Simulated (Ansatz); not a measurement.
# 1T-PtS2 monolayer in a perpendicular field, part 2 of 2

Aim: how the 1T-PtS2 monolayer screens a field along its normal, and what the field does to its bands. A positive field points along +c.

Ansatz 0.2.0; plane-wave DFT, PBE-D3(BJ), Ansatz PAW (set soft_1); PAW set soft_1.

So far. Step 2 (Relaxing the slab): The lattice constant a goes from 3.570 to 3.542 Å.

### 3. Single point, field 0

A sawtooth potential applies the field, turning back in the middle of the vacuum. With the dipole correction the typed value is the field outside the slab. The induced dipole is small, so the SCF threshold is tight.

The cell differs from the one that the last finished run ended in (c 35.014 → 20.484 Å).

The input, input.yaml:

```yaml
crystal:
  lattice:
    - [3.5416318154, 0.0, 0.0]
    - [-1.7708159077, 3.067143123, 0.0]
    - [0.0, 0.0, 20.4836055961]
  atoms:
    - { symbol: S, position: [0.6666666667, 0.3333333333, 0.4393757709] }
    - { symbol: Pt, position: [0.0, 0.0, 0.5] }
    - { symbol: S, position: [0.3333333333, 0.6666666667, 0.5606242291] }
kpoints:
  mp_grid: { grid: [18, 18, 1] }
  band_path:
    path: [[0, 0, 0], [0.5, 0, 0], [0.33333333, 0.33333333, 0], [0, 0, 0]]
    npoints: 16
hamiltonian:
  xc: pbe
  dispersion: d3bj
  pseudopotentials: { kind: paw, azcp: { folder: soft_1 } }
scf:
  occupations: { method: fermi_dirac, width: 0.02585 }
  convergence: { dr2_threshold: 1.0e-10 }
efield:
  axis: 3
  dipole_correction: true
  ramp_position: 0.97
  ramp_width: 0.06
  amplitude: 0
output:
  dos: { projected: true, e_range: [-6, 5] }
  write_potential: true
  write_density: true
  volumetric_format: npy
  elf: true
```

Command:

```console
> ansatz run input.yaml --threads 2 --pin off --max-ram 3072MiB --backend cpu --events-out ev --progress --plain --runs-dir out
```

Numbers of over 12 decimals in the logs are rounded to 6 here.

What it wrote:

```text
[...]
Crystal: 3 atoms, lattice volume = 222.507 Å³
Basis set: ecut = 420 eV, 4335 PW (Γ)
Bands: 19, of which v1, the nominal top of the filled ones, is band 15 counted from 1 (14 counted from 0)
Symmetry: 6 space group operations
k-points: 37 of 324 (time reversal used)
[...]
SCF iter   1: F=—  HF=-14332.103321 eV  |F-HF|=—  |Δ(HF+E_count)|=         —  Δρ=5.14e-2  dr2=7.22e0  ethr=3.10e-3  p=0.000 e·Å  D=2.25e-14 V/Å  ΔV_dip=-0.00 eV  dr2_dipole=2.48e-8  V_vac-E_F(+/−)=4.79/4.79 eV  ⟨swp⟩=11.0  Hψ=5193  notcnv=0
efield: sawtooth ramp at fractional position 0.9700 (set: `efield.ramp_position`, or a place that a band, a saddle search or an elastic batch's reference lends), width 0.0600; the density the first Hamiltonian is built on has a dipole p = 0.000 e·Å; the dipole correction subtracts the counter field D = 2.25e-14 V/Å, which shifts the + side's vacuum level by -0.00 eV against the − side's; the planar-averaged density in the ramp window peaks in size at 5.1e-6 e/Å³
[...]
SCF iter   2: F=—  HF=-14333.359205 eV  |F-HF|=—  |Δ(HF+E_count)|=    1.26e0  Δρ=5.25e-2  dr2=1.26e1  ethr=3.10e-3  p=-0.000 e·Å  D=-1.00e-4 V/Å  ΔV_dip=0.00 eV  dr2_dipole=1.07e-6  V_vac-E_F(+/−)=6.84/6.83 eV  ⟨swp⟩=4.9  Hψ=2463  notcnv=0
[...]
SCF iter  12: F=-14330.765809 eV  HF=-14330.765809 eV  |F-HF|=4.37e-11  |Δ(HF+E_count)|=  1.64e-10  Δρ=1.79e-7  dr2=4.20e-11  ethr=1.00e-12  p=0.000 e·Å  D=2.06e-7 V/Å  ΔV_dip=-0.00 eV  dr2_dipole=6.00e-13  V_vac-E_F(+/−)=5.43/5.43 eV  ⟨swp⟩=4.4  Hψ=3011  notcnv=0
SCF 1 converged in 12 iterations: F = -14330.765809 eV  dr2 = 4.20e-11
[...]
NSCF: frozen V_eff on 49 k-points
efield: sawtooth ramp at fractional position 0.9700 (kept from the solve that this one continues, or follows in the run), width 0.0600; the density the first Hamiltonian is built on has a dipole p = 0.000 e·Å; the dipole correction subtracts the counter field D = 2.06e-7 V/Å, which shifts the + side's vacuum level by -0.00 eV against the − side's; the planar-averaged density in the ramp window peaks in size at 5.1e-6 e/Å³
WARN: The output density's exchange-correlation potential varies sharply where the density is thin. Do not read a vacuum level from v_tot or v_xc, or from such a field of the output density. On a cell that repeats whose density bears no net charge and no dipole along the vacuum's axis use v_es (v_loc + v_h of the components); under efield.dipole_correction with no amplitude use v_es + v_field, which holds any externa [...]
SCF converged after 12 iterations
Free energy (F): -14330.765809 eV
[...]
Internal energy: -14330.765809 eV  (E = F + TS)
E sigma→0 (E₀):  -14330.765809 eV
Fermi energy:    -1.377743 eV
Dipole field:    D = 0.000001 V/Å  (p = 0.000001 e·Å, saw-weighted, corrected)
Work function:   Φ+ = 5.4322 eV   Φ− = 5.4322 eV
Levels:          The Fermi level and band energies are counted from a zero that moves with the ramp; work functions are not
[...]
--- Band table (eV; the first three rows and the last of 37) ---
  k-point 0: bands = [... 11 lower, -3.1155, -3.0023, -2.5329, -2.5329, 0.9517, 0.9517, 3.1372, 3.5075]
  k-point 1: bands = [... 11 lower, -3.3163, -2.9398, -2.5107, -2.4354, 0.7435, 0.8961, 3.2316, 3.5986]
  k-point 2: bands = [... 11 lower, -3.6879, -2.7778, -2.4684, -2.3244, 0.2694, 0.7600, 3.4810, 3.7894]
  k-point 36: bands = [... 11 lower, -4.7553, -4.5908, -2.9887, -2.9887, -0.1175, -0.1175, 4.5796, 6.6649]
```

Wall time 12 s (2 threads of Arm Neoverse V2, shared host); peak memory 0.48 GiB.

Numbers from this step:

| Property | Result |
| --- | --- |
| gap on the k-mesh | 1.815 eV |
| dipole along the normal | 1.47e-6 e·Å |
| gap along the path | 1.820 eV |
| smallest direct gap along the path | 1.918 eV |
| ionisation energy, upper face | 6.358 eV |
| electron affinity, upper face | 4.539 eV |
| gap, the smaller of path and mesh | 1.815 eV |

Running mean over a fixed 2.7 Å (it still follows the layers) of the planar mean; the ramp of the sawtooth is left out. The electron's electrostatic potential energy less the Fermi level by z:

| z (Å) | electron's electrostatic potential energy less the Fermi level (eV) |
| --- | --- |
| 2.84 | 5.43 |
| 3.27 | 5.43 |
| 3.70 | 5.43 |
| 3.98 | 5.43 |
| 4.41 | 5.43 |
| 4.84 | 5.43 |
| 5.26 | 5.43 |
| 5.69 | 5.42 |
| 5.97 | 5.40 |
| 6.40 | 5.33 |
| 6.83 | 5.04 |
| 7.25 | 4.02 |
| 7.68 | 2.21 |
| 8.11 | 0.0833 |
| 8.39 | -1.55 |
| 8.82 | -4.43 |
| 9.25 | -7.34 |
| 9.67 | -9.44 |
| 10.10 | -10.2 |
| 10.38 | -10.2 |
| 10.81 | -9.44 |
| 11.24 | -7.34 |
| 11.66 | -4.43 |
| 12.09 | -1.55 |
| 12.38 | 0.0833 |
| 12.80 | 2.21 |
| 13.23 | 4.02 |
| 13.66 | 5.04 |
| 14.08 | 5.33 |
| 14.51 | 5.40 |
| 14.79 | 5.42 |
| 15.22 | 5.43 |
| 15.65 | 5.43 |
| 16.07 | 5.43 |
| 16.50 | 5.43 |
| 16.79 | 5.43 |
| 17.21 | 5.43 |
| 17.64 | 5.43 |

The density of states has structure finer than the step of the table below, so its rows give means over 0.25 eV, whole bins alone (the curve runs from -6 to 2.88 eV). Peaks (eV: height): -5.590: 6.56, -4.650: 8.21, -2.970: 15.8, -1.090: 9.61, -0.980: 9.59, 1.110: 5.98, 1.690: 5.39.

Density of states against energy, zero at the Fermi level of the run, which the smearing sets inside the gap; means over each step:

| energy (eV) | density of states (states/eV a cell) |
| --- | --- |
| -5.75 | 1.23 |
| -5.50 | 3.71 |
| -5.25 | 1.55 |
| -5.00 | 1.89 |
| -4.75 | 3.80 |
| -4.50 | 4.71 |
| -4.25 | 2.36 |
| -4.00 | 2.51 |
| -3.75 | 0.872 |
| -3.50 | 0.383 |
| -3.25 | 1.58 |
| -3.00 | 7.29 |
| -2.75 | 1.87 |
| -2.50 | 1.50 |
| -2.25 | 2.56 |
| -2.00 | 3.17 |
| -1.75 | 2.31 |
| -1.50 | 3.27 |
| -1.25 | 3.75 |
| -1.00 | 5.14 |
| -0.75 | 0 |
| -0.50 | 0 |
| -0.25 | 0 |
| 0.00 | 0 |
| 0.25 | 0 |
| 0.50 | 0 |
| 0.75 | 0.00150 |
| 1.00 | 2.83 |
| 1.25 | 2.79 |
| 1.50 | 2.76 |
| 1.75 | 4.59 |
| 2.00 | 2.68 |
| 2.25 | 0.387 |
| 2.50 | 0 |

Projected DOS per atom over height of the atomic layer and energy from the Fermi level. Layers: S Pt S from below.

Values in states/eV, 22 rows by 3 columns, each cell a mean:
```
0.00 0.00 0.00
0.10 0.08 0.10
1.25 1.17 1.25
0.93 0.92 0.93
0.92 0.97 0.92
0.01 0.01 0.01
0.00 0.00 0.00
0.00 0.00 0.00
0.00 0.00 0.00
1.18 0.71 1.18
1.35 0.95 1.35
0.79 0.84 0.79
0.96 0.96 0.96
0.45 0.61 0.45
0.82 3.76 0.82
0.13 0.59 0.13
0.16 0.77 0.16
0.41 1.71 0.41
1.16 2.29 1.16
0.41 1.07 0.41
0.77 1.11 0.77
0.58 1.37 0.58
```
Columns: height of the atomic layer (Å) from 9 to 11.5; rows upwards: energy from the Fermi level (eV) from -5.96 to 2.86.

Electronic bands along the path, in eV, zero at the Fermi level of the run, which the smearing sets inside the gap:

| point | band 12 | band 13 | band 14 | band 15 | band 16 | band 17 | band 18 | band 19 |
| --- | --- | --- | --- | --- | --- | --- | --- | --- |
| Γ | -1.74 | -1.62 | -1.16 | -1.16 | 2.33 | 2.33 | 4.51 | 4.89 |
| halfway | -2.94 | -1.36 | -1.28 | -1.07 | 0.89 | 1.89 | 5.33 | 5.84 |
| M | -3.03 | -2.88 | -2.59 | -2.34 | 1.97 | 2.10 | 4.61 | 5.82 |
| halfway | -3.15 | -3.15 | -2.02 | -1.66 | 1.40 | 1.75 | 5.32 | 6.90 |
| K | -3.38 | -3.21 | -1.61 | -1.61 | 1.26 | 1.26 | 5.96 | 8.04 |
| halfway | -2.98 | -1.72 | -1.38 | -0.93 | 1.18 | 1.30 | 6.01 | 6.09 |
| Γ | -1.74 | -1.62 | -1.16 | -1.16 | 2.33 | 2.33 | 4.51 | 4.89 |

Electrostatic potential energy in the ca plane at fractional y = 0.000, with atoms of Pt within 0.2 Å of it. With pseudopotentials it is smooth inside the atoms' cores, unlike the true potential.

Ten even steps from '0' (-47 eV) to '9' (4 eV), each cell a mean:
```
99999999999999999999960000389999999999999999
99999999999999999999984102789999999999999999
99999999999999999999988778889999999999999999
99999999999999999998888998888999999999999999
99999999999999999998888999888999999999999999
99999999999999999999888888888999999999999999
99999999999999999999987446899999999999999999
99999999999999999999971000589999999999999999
99999999999999999999860000289999999999999999
```
Columns run along c (16.0 Å, from fractional 0.08 to 0.86 of the cell; values clipped at the 3rd and 97th percentile), rows up along a (3.5 Å). Atoms in or near the plane, at fractional coordinates: Pt at (0.50, 0.00).

Valence density in the ca plane at fractional y = 0.000, with atoms of Pt within 0.2 Å of it. It is the smooth field of the valence electrons, not physical close to the nuclei.

Values in units of 1e0 e/Å³, 5 rows by 16 columns, each cell a mean:
```
0.0 0.0 0.0 0.0 0.0 0.0 0.0 0.3 5.3 2.6 0.1 0.0 0.0 0.0 0.0 0.0
0.0 0.0 0.0 0.0 0.0 0.0 0.1 0.3 0.6 0.4 0.2 0.0 0.0 0.0 0.0 0.0
0.0 0.0 0.0 0.0 0.0 0.0 0.1 0.4 0.3 0.3 0.3 0.0 0.0 0.0 0.0 0.0
0.0 0.0 0.0 0.0 0.0 0.0 0.1 0.3 1.2 0.7 0.2 0.0 0.0 0.0 0.0 0.0
0.0 0.0 0.0 0.0 0.0 0.0 0.0 0.4 7.1 3.6 0.1 0.0 0.0 0.0 0.0 0.0
```
Columns run along c (16.0 Å, from fractional 0.08 to 0.86 of the cell), rows up along a (3.5 Å). Atoms in or near the plane, at fractional coordinates: Pt at (0.50, 0.00).

ELF in the ca plane at fractional y = 0.000, with atoms of Pt within 0.2 Å of it. It is the smooth field of the valence electrons, not physical close to the nuclei.

Ten even steps from '0' (0.00) to '9' (0.70), each cell a mean:
```
00000000000000000001357887642000000000000000
00000000000000000012334675433110000000000000
00000000000000001356764344576542100000000000
00000000000000014789985324799985210000000000
00000000000000025799986224799986310000000000
00000000000000013578875334788864100000000000
00000000000000000134544554454321000000000000
00000000000000000001346786532100000000000000
00000000000000000001368888742000000000000000
```
Columns run along c (16.0 Å, from fractional 0.08 to 0.86 of the cell), rows up along a (3.5 Å). Atoms in or near the plane, at fractional coordinates: Pt at (0.50, 0.00).

The gap is 1.82 eV, with the valence edge 6.36 eV and the conduction edge 4.54 eV under the upper vacuum level. Spin-orbit coupling, left out in this run, matters for the bands of elements this heavy.

### 4. Single point, field 0.1 V/Å

Edit input.yaml of step 3 so:

```diff
@@ -24,7 +24,6 @@
   dipole_correction: true
-  ramp_position: 0.97
-  ramp_width: 0.06
-  amplitude: 0
+  ramp_position: 0.939
+  ramp_width: 0.122
+  amplitude: 0.1
 output:
-  dos: { projected: true, e_range: [-6, 5] }
   write_potential: true
@@ -32,2 +31 @@
   volumetric_format: npy
-  elf: true
```

What it wrote:

```text
[...]
Crystal: 3 atoms, lattice volume = 222.507 Å³
Basis set: ecut = 420 eV, 4335 PW (Γ)
Bands: 19, of which v1, the nominal top of the filled ones, is band 15 counted from 1 (14 counted from 0)
Symmetry: 6 space group operations
k-points: 37 of 324 (time reversal used)
[...]
--- Band table (eV; the first three rows and the last of 37) ---
  k-point 0: bands = [... 11 lower, -3.1172, -3.0016, -2.5334, -2.5334, 0.9512, 0.9512, 3.0685, 3.5298]
  k-point 1: bands = [... 11 lower, -3.3170, -2.9401, -2.5112, -2.4358, 0.7430, 0.8956, 3.1536, 3.6291]
  k-point 2: bands = [... 11 lower, -3.6885, -2.7785, -2.4689, -2.3248, 0.2689, 0.7595, 3.3758, 3.8503]
  k-point 36: bands = [... 11 lower, -4.7558, -4.5912, -2.9936, -2.9847, -0.1212, -0.1148, 4.5787, 6.6418]
[key lines of the parts left out:]
SCF converged after 15 iterations
Free energy (F): -14330.767149 eV
Fermi energy:    -1.378147 eV
Dipole field:    D = 0.021782 V/Å  (p = 0.026784 e·Å, saw-weighted, corrected)
```

Wall time 13 s (2 threads); peak memory 0.45 GiB.

The dipole is 0.0268 e·Å, and the gap 1.815 eV.

### 5. Single point, field -0.1 V/Å

Edit input.yaml of step 4 so:

```diff
@@ -26,3 +26,3 @@
   ramp_width: 0.122
-  amplitude: 0.1
+  amplitude: -0.1
 output:
```

What it wrote:

```text
[...]
Crystal: 3 atoms, lattice volume = 222.507 Å³
Basis set: ecut = 420 eV, 4335 PW (Γ)
Bands: 19, of which v1, the nominal top of the filled ones, is band 15 counted from 1 (14 counted from 0)
Symmetry: 6 space group operations
k-points: 37 of 324 (time reversal used)
[...]
--- Band table (eV; the first three rows and the last of 37) ---
  k-point 0: bands = [... 11 lower, -3.1172, -3.0016, -2.5334, -2.5334, 0.9512, 0.9512, 3.0685, 3.5298]
  k-point 1: bands = [... 11 lower, -3.3170, -2.9401, -2.5112, -2.4358, 0.7430, 0.8956, 3.1536, 3.6291]
  k-point 2: bands = [... 11 lower, -3.6885, -2.7785, -2.4689, -2.3248, 0.2689, 0.7595, 3.3758, 3.8503]
  k-point 36: bands = [... 11 lower, -4.7558, -4.5912, -2.9936, -2.9847, -0.1212, -0.1148, 4.5787, 6.6418]
[key lines of the parts left out:]
SCF converged after 14 iterations
Free energy (F): -14330.767149 eV
Fermi energy:    -1.378146 eV
Dipole field:    D = -0.021783 V/Å  (p = -0.026785 e·Å, saw-weighted, corrected)
```

Run time: 13 s. Hardware: 2 threads; peak memory 0.45 GiB.

The dipole is -0.0268 e·Å, and the gap 1.815 eV.

### 6. Response, atoms held

This step: plane-wave DFT, PBE-D3(BJ), Ansatz PAW (set soft_1); response to a field along the normal, atoms held; PAW set soft_1 (Ansatz 0.2.0).

The dipoles give the slope, and the difference of two potentials shows where the field is screened.

This step gave:

```yaml
equivalent_conductor_thickness_p_eps_0ae: 4.462 Å
distance_between_the_outer_atoms: 2.484 Å
```

Table of dipole of the cell by applied field:

| applied field (V/Å) | dipole of the cell (e·Å) |
| --- | --- |
| -0.1000 | -0.0268 |
| 0.0000 | 1.5e-6 |
| 0.1000 | 0.0268 |

Local field over the applied field, running mean. From the potentials at -0.1 and 0.1 V/Å; running mean over 2.5 Å. Table of local field over applied field by z:

| z (Å) | local field over applied field |
| --- | --- |
| 4.13 | 1.000 |
| 4.55 | 0.999 |
| 4.98 | 0.997 |
| 5.41 | 0.992 |
| 5.83 | 0.979 |
| 6.26 | 0.952 |
| 6.69 | 0.895 |
| 7.11 | 0.798 |
| 7.54 | 0.668 |
| 7.97 | 0.520 |
| 8.39 | 0.367 |
| 8.82 | 0.229 |
| 9.25 | 0.125 |
| 9.67 | 0.0602 |
| 10.10 | 0.0308 |
| 10.38 | 0.0308 |
| 10.81 | 0.0602 |
| 11.24 | 0.125 |
| 11.66 | 0.229 |
| 12.09 | 0.367 |
| 12.52 | 0.520 |
| 12.94 | 0.668 |
| 13.37 | 0.798 |
| 13.80 | 0.895 |
| 14.22 | 0.952 |
| 14.65 | 0.979 |
| 15.08 | 0.992 |
| 15.51 | 0.997 |
| 15.93 | 0.999 |
| 16.36 | 1.000 |

Electrons, planar mean, per unit field. The induced electron density by z:

| z (Å) | induced electron density (e/Å³ per V/Å) |
| --- | --- |
| 4.5 | 4.8e-6 |
| 5.0 | 1.5e-5 |
| 5.5 | 4.6e-5 |
| 6.0 | 1.4e-4 |
| 6.5 | 3.8e-4 |
| 7.0 | 9.7e-4 |
| 7.5 | 0.00218 |
| 8.0 | 0.00336 |
| 8.5 | 0.00213 |
| 9.0 | 0.00141 |
| 9.5 | 3.0e-4 |
| 10.0 | -9.4e-5 |
| 10.5 | 1.1e-4 |
| 11.0 | -3.6e-4 |
| 11.5 | -0.00141 |
| 12.0 | -0.00220 |
| 12.5 | -0.00336 |
| 13.0 | -0.00214 |
| 13.5 | -9.4e-4 |
| 14.0 | -3.7e-4 |
| 14.5 | -1.3e-4 |
| 15.0 | -4.5e-5 |
| 15.5 | -1.4e-5 |
| 16.0 | -4.6e-6 |

The smaller of the gaps on the path and on the k-mesh, counted as 0 under 0.03 eV. The gap stays at 1.81 eV for applied field from -0.1 to 0.1 V/Å.

By hand: between -0.1 and 0.1 V/Å the dipole changes by 0.05357 e·Å, a slope of 0.2678 e·Å²/V. A perfect conductor of thickness t has p = ε₀AEt, so t = 180.95 × 0.2678 / 10.863 = 4.46 Å (e/ε₀ = 180.95 V·Å, A in Å²).

The induced dipole is that of a conductor 4.46 Å thick.

### 7. Summary of results

```json
{
 "gap without field": "1.82 eV",
 "ionisation energy, upper face": "6.36 eV",
 "electron affinity, upper face": "4.54 eV",
 "equivalent conductor thickness, atoms held": "4.46 Å"
}
```

What this shows: The induced dipole equals that of a perfect conductor 4.46 Å thick, while the outer atoms lie 2.48 Å apart; an out-of-plane ε follows only once a thickness t is chosen, by 1 − 1/ε = 4.46 Å / t. The gap stays within 0.01 eV of 1.82 eV over the fields run, up to 0.1 V/Å in size. Semilocal functionals give gaps that are too small, and excitons are not included. Spin-orbit coupling is left out, which matters for the bands of elements this heavy.

[Logs are printed without paths, hosts, clocks, repeated set-up lines and the standing remarks that a program may print on its own settings, such as how far it seeks lower states.]

[Hosts, paths, dates, database ids (printed as entryN), source tags and the programs' standing remarks are cut or masked in the printed files.]

[Maps of the electrostatic potential energy from Ansatz leave out the sawtooth potential of an applied field or a dipole correction, so their vacuum need not be flat; planar profiles and work functions include it.]

[The density of states shown here was stored with 400 of the rows of the run's finer table, so its peaks can read low, often by over a quarter, or be missed, and its means over a window can be off by a tenth or more.]
